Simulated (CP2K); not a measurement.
Consider methylthioacetonitrile at its PBE geometry (Å).

```xyz
10

C    -1.4929    0.0552    0.4836
S    -0.5321   -1.2277   -0.3581
C     0.9495   -0.2629   -0.8164
C     1.6891    0.2489    0.3311
N     2.2552    0.6730    1.2568
H    -0.9937    0.3901    1.4017
H    -1.6869    0.9095   -0.1784
H    -2.4512   -0.4098    0.7480
H     1.5885   -0.9488   -1.3908
H     0.6744    0.5724   -1.4775
```

Method: CP2K XAS_TDP, all-electron GAPW, PBEh(45%), aug-cc-pVDZ, TDA, GW2X-corrected core level, ZORA, spin–orbit coupling.

Q: Predict the bright core excitations at the S L₂,₃ edge.

Leading lines: S2 166.68 eV. The leading line of an atom is its first one with 35 % of the strongest within 2.5 eV of its lowest line over the strength cut. Core ionisation energies at this level: S2 171.15/171.26/172.31 eV; the 2p½ level lies 1.10 eV above the 2p3/2 pair.

The first six lines of each atom with a strength over 0.0003:

```
              atom  energy (eV)  states  strength, one atom  above the computed threshold
S2 (bonded to 2 C)       166.66       1              0.0006                              
                         166.68       1              0.0018                              
                         166.95       1              0.0007                              
                         167.74       1              0.0010                              
                         167.79       2              0.0003                              
                         167.85       1              0.0007
```

Lines are vertical, at one geometry, with no vibrational structure. GW2X ionisation energies and lines can be off by 1 to 2 eV either way, and a good line position may hide errors that cancel. Rydberg lines, and the discretised continuum above threshold, depend on the basis and the box.

[Banner, clock and machine lines of the logs are left out without a mark of their own.]

[Logs are printed without paths, hosts, clocks, repeated set-up lines and the standing remarks that a program may print on its own settings, such as how far it seeks lower states.]

[Hosts, paths, dates, database ids (printed as entryN), source tags and the programs' standing remarks are cut or masked in the printed files.]
